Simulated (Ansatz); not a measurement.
# Tc of Si2Mo (I4/mmm) from its phonons, part 2 of 2

Aim: the phonon-mediated transition temperature of Si2Mo (I4/mmm) at ambient pressure, over a range of μ*. The cell shown first is a relaxed one, from steps not shown here.

Ansatz 0.2.0; DFT PBE, scalar-relativistic, plane waves, PAW; PAW set soft_1.

So far, log mean phonon energy ħω_log (meV): step 2 (resistivity: q 3×3×3, k 9×9×9, scattering 16×16×16) 28.9; step 3 (k-mesh 12×12×12, scattering mesh 20×20×20, q mesh 4×4×4) 29.1.

## Step 4: Resistivity: q 6×6×6, k 18×18×18, scattering 24×24×24

The next rung changes the q mesh, which sets the reach of the force constants and couplings; the k mesh of the density and its response; the scattering mesh, which samples the Fermi surface.

The input, input.yaml:

```yaml
crystal:
  lattice:
    - [-1.6085100514, 1.6085100514, 3.9364916117]
    - [1.6085100514, -1.6085100514, 3.9364916117]
    - [1.6085100514, 1.6085100514, -3.9364916117]
  atoms:
    - { symbol: Si, position: [0.3351179542, 0.3351179542, 0.0] }
    - { symbol: Si, position: [0.6648820458, 0.6648820458, 0.0] }
    - { symbol: Mo, position: [0.0, 0.0, 0.0] }
kpoints:
  mp_grid: { grid: [18, 18, 18] }
hamiltonian:
  xc: pbe
  pseudopotentials: { kind: paw, azcp: { folder: soft_1 } }
scf:
  occupations: { method: methfessel_paxton, width: 0.2 }
output:
  eigenvalues: true
phonons:
  method: dfpt
  qmesh: [6, 6, 6]
  temperatures: { t_max: 1000, t_step: 50 }
  qpath:
    path:
      - [0.0, 0.0, 0.0]
      - [0.0, 0.0, 0.5]
      - [0.25, 0.25, 0.25]
      - [0.0, 0.5, 0.0]
      - [0.0, 0.0, 0.0]
      - [0.5, 0.5, -0.5]
    npoints: 6
  electrical_resistivity:
    mesh: [24, 24, 24]
    temperatures: [20.0, 50.0, 80.0, 100.0, 150.0, 200.0, 273.0, 300.0, 400.0, 500.0, 600.0, 800.0]
  superconductivity: { mesh: [24, 24, 24] }
```

The run is started by

```console
ansatz run input.yaml --threads 16 --pin off --max-ram 92160MiB --backend cuda --events-out ev --progress --plain --runs-dir out --max-vram 78GiB
```

Numbers of over 12 decimals in the logs are rounded to 6 here.

Log:

```text
[...]
Crystal: 3 atoms, lattice volume = 40.740 Å³
Basis set: ecut = 420 eV, 793 PW (Γ), exchange–correlation on 64×64×64 points (8 copies of the dense FFT grid, shifted against one another)
Bands: 15, of which v1, the nominal top of the filled ones, is band 11 counted from 1 (10 counted from 0)
Symmetry: 16 space group operations
k-points: 480 of 5832
[...]
SCF iter   1: F=—  HF=-6230.397116 eV  |F-HF|=—  |Δ(HF+E_count)|=         —  Δρ=9.27e-2  dr2=5.41e0  ethr=3.10e-3  ⟨swp⟩=5.3  Hψ=39106  notcnv=0
[...]
SCF iter   2: F=—  HF=-6229.212018 eV  |F-HF|=—  |Δ(HF+E_count)|=    1.19e0  S|Δr|=    0.00e0  Δρ=3.05e-2  dr2=2.79e-1  ethr=3.10e-3  ⟨swp⟩=2.3  Hψ=17909  notcnv=0
[...]
SCF iter   9: F=-6229.160581 eV  HF=-6229.160581 eV  |F-HF|=3.64e-12  |Δ(HF+E_count)|=  6.91e-11  S|Δr|=    0.00e0  Δρ=1.58e-7  dr2=8.88e-12  ethr=1.00e-12  ⟨swp⟩=3.4  Hψ=33571  notcnv=0
[...]
SCF 1 converged in 9 iterations: F = -6229.160581 eV  dr2 = 8.88e-12
[...]
SCF iter   2: F=—  HF=-6229.160581 eV  |F-HF|=—  |Δ(HF+E_count)|=   2.37e-5  S|Δr|=    0.00e0  Δρ=1.69e-7  dr2=1.49e-11  ethr=1.00e-12  ⟨swp⟩=3.1  Hψ=15732  notcnv=0
[...]
SCF 2 converged in 3 iterations: F = -6229.160581 eV  dr2 = 4.57e-12
[...]
SCF 3 converged in 9 iterations: F = -6229.160581 eV  dr2 = 8.98e-12
[...]
SCF converged after 9 iterations
[...]
not converged in the mesh (λ_tr; the resistivity at 20 K by 77.59 %; the resistivity at 50 K by 10.55 %; the resistivity at 80 K by 7.12 %; the resistivity at 100 K by 6.49 %; the resistivity at 150 K by 6.06 %; the resistivity at 200 K by 6.03 %; the resistivity at 273 K by 6.07 %; the resistivity at 300 K by 6.08 %; the resistivity at 400 K by 6.09 %; the resistivity at 500 K by 6.10 %; the resistivity at 600 K b [...]
  vibrations of 216 cells: unjudged by the run; compare a larger repeat
[...]
--- Superconductivity: potentials and phonons of a 6×6×6 supercell ---
           mesh         λ    ħω_log (meV)  μ* declared at (meV)
       24×24×24    0.0927          29.836               35.481
       12×12×12    0.0931          30.121               35.610
          6×6×6    0.0898          31.666               35.495
  λ by the species' shares of the modes' patterns: Si 0.0546, Mo 0.0381
[...]
0.08      0.000         0.000    none_found    none_found    none_found    none_found     none_found
      0.10          -             -    none_found    none_found    none_found    none_found     none_found
      0.12          -             -    none_found    none_found    none_found    none_found     none_found
      0.13          -             -    none_found    none_found    none_found    none_found     none_found
      0.14          -             -    none_found    none_found    none_found    none_found     none_found
      0.16          -             -    none_found    none_found    none_found    none_found     none_found
      0.20          -             -    none_found    none_found    none_found    none_found     none_found
  none_found: no transition down to 0.1 K
[...]
vibrations of 216 cells: unjudged by the run; compare a larger repeat
[...]
```

Elapsed: 8.1 min, on 1 × NVIDIA GB200 with 16 threads of Arm Neoverse V2, shared host; peak memory 17 GiB; 25 min of CPU time.

This step gave:

```yaml
zero_point_energy: 0.1574 eV/cell
highest_frequency_solved_or_plainly_interpolated: 443.4 cm⁻¹
resistivity_at_300_k: 17.19 μΩ cm, mean of the axes
coupling_constant_lambda: 0.09267
log_mean_phonon_energy_omega_log: 29.84 meV
transport_coupling_constant_lambda_tr: 0.0892, 0.0892, 0.08988 (xx, yy, zz)
drude_plasma_energy: 2.164, 2.164, 2.67 eV (xx, yy, zz)
resistivity_times_mean_free_path: 60.69, 60.69, 44.11 × 10⁻¹⁶ Ω m² (xx, yy, zz)
second_moment_phonon_energy_omega: 35.48 meV
```

An empty cell: under 1 mK by a formula, or no transition down to the floor of the Eliashberg search. Transition temperatures:

```
  μ*  McMillan Tc (K)  Allen–Dynes Tc (K)
0.08                -                   -
 0.1                -                   -
0.12                -                   -
0.13                -                   -
0.14                -                   -
0.16                -                   -
 0.2                -                   -
```

Table of Eliashberg function α²F by phonon energy; read off at these points:

```
phonon energy (meV)     α²F  α²F tr
                0.2       0       0
                1.5       0       0
                3.3  2.0e-4       0
                4.6  6.0e-4  1.0e-4
                6.3  0.0014  5.0e-4
                7.6  0.0022  0.0012
                9.4  0.0038  0.0029
               10.7  0.0052  0.0047
               12.0   0.007  0.0068
               13.7  0.0095  0.0097
               15.0  0.0112  0.0111
               16.8  0.0132  0.0124
               18.1  0.0143  0.0129
               19.8  0.0163  0.0137
               21.1  0.0182  0.0148
               22.4   0.021  0.0173
               24.2  0.0194  0.0169
               25.5  0.0197  0.0154
               27.2  0.0251  0.0201
               28.5  0.0365  0.0358
               30.3  0.0338  0.0301
               31.6  0.0429  0.0403
               32.5   0.107   0.115
               33.3  0.0719   0.068
               33.8  0.0849  0.0766
               34.6  0.0149  0.0234
               35.9  0.0154  0.0197
               37.3   0.085   0.109
               37.7  0.0731  0.0885
               39.0  0.0508  0.0569
               40.7  0.0275  0.0207
               42.0  0.0179  0.0091
               43.8   0.026   0.018
               45.1  0.0632  0.0662
               46.4  0.0656  0.0801
               48.1  0.0418  0.0803
               49.5  0.0012  0.0012
               51.2   0.191   0.174
               51.6   0.197   0.154
               52.5  0.0922  0.0555
               52.9   0.101  0.0455
               54.2  0.0079   0.006
               55.6   0.001   0.001
```

The Eliashberg function α²F has structure finer than the step of the table below, so its rows give means over 2 meV, whole bins alone (the curve runs from 0.218 to 55.6 meV). Peaks (meV: height): α²F 32.5: 0.107, 33.8: 0.0849, 37.3: 0.085, 45.5: 0.0691, 51.6: 0.197, 52.9: 0.101; Si 32.5: 0.068, 33.8: 0.057, 37.3: 0.0759, 45.5: 0.0522, 51.6: 0.188, 52.9: 0.095; Mo 29.4: 0.0326, 32.5: 0.0395, 33.8: 0.0279, 37.3: 0.0091, 46.8: 0.0178, 51.6: 0.0084.

Eliashberg function α²F against phonon energy; means over each step:

```
phonon energy (meV)      α²F       Si       Mo
                  2   2.4e-5   4.2e-6   2.4e-5
                  4   4.5e-4   1.6e-4   2.9e-4
                  6  0.00122   4.4e-4   7.8e-4
                  8  0.00251   9.2e-4  0.00159
                 10  0.00447  0.00162  0.00286
                 12  0.00707  0.00251  0.00456
                 14  0.00990  0.00341  0.00649
                 16   0.0123  0.00402  0.00823
                 18   0.0143  0.00439  0.00993
                 20   0.0166  0.00455   0.0121
                 22   0.0200  0.00455   0.0155
                 24   0.0201  0.00403   0.0161
                 26   0.0211  0.00386   0.0172
                 28   0.0311  0.00573   0.0254
                 30   0.0361   0.0132   0.0229
                 32   0.0629   0.0387   0.0242
                 34   0.0488   0.0328   0.0160
                 36   0.0222   0.0180  0.00418
                 38   0.0662   0.0594  0.00684
                 40   0.0373   0.0341  0.00316
                 42   0.0203   0.0167  0.00359
                 44   0.0326   0.0247  0.00784
                 46   0.0649   0.0486   0.0163
                 48   0.0430   0.0327   0.0104
                 50   0.0250   0.0236  0.00135
                 52    0.124    0.118  0.00632
                 54   0.0209   0.0190  0.00183
```

## Step 5: Summary of results

```yaml
meshes: q 6×6×6, k 18×18×18, scattering 24×24×24
coupling_constant_lambda: 0.0927
log_mean_phonon_energy_omega_log: 29.8 meV
```

What this shows: In the last run (PBE, q 6×6×6, k 18×18×18, scattering 24×24×24), with λ = 0.093 and ħω_log = 29.8 meV, Tc at μ* = 0.13 is under 1 mK by the formulas. In that run Allen and Dynes's formula gives no transition above 0.05 K at μ* = 0.10 or more. The run's transport test calls it not converged in the mesh; ρ(300 K) moves by 6 % in the component that moves most. Over the runs, λ takes the values 0.0900, 0.088 and 0.0927, in the order shown. μ* is a typed number, phonons are harmonic, and spin fluctuations are left out; with λ this near or under μ*(1 + 0.62 λ), the formulas give Tc only to its order of magnitude, or none.

[Logs are printed without paths, hosts, clocks, repeated set-up lines and the standing remarks that a program may print on its own settings, such as how far it seeks lower states.]

[Hosts, paths, dates, database ids (printed as entryN), source tags and the programs' standing remarks are cut or masked in the printed files.]
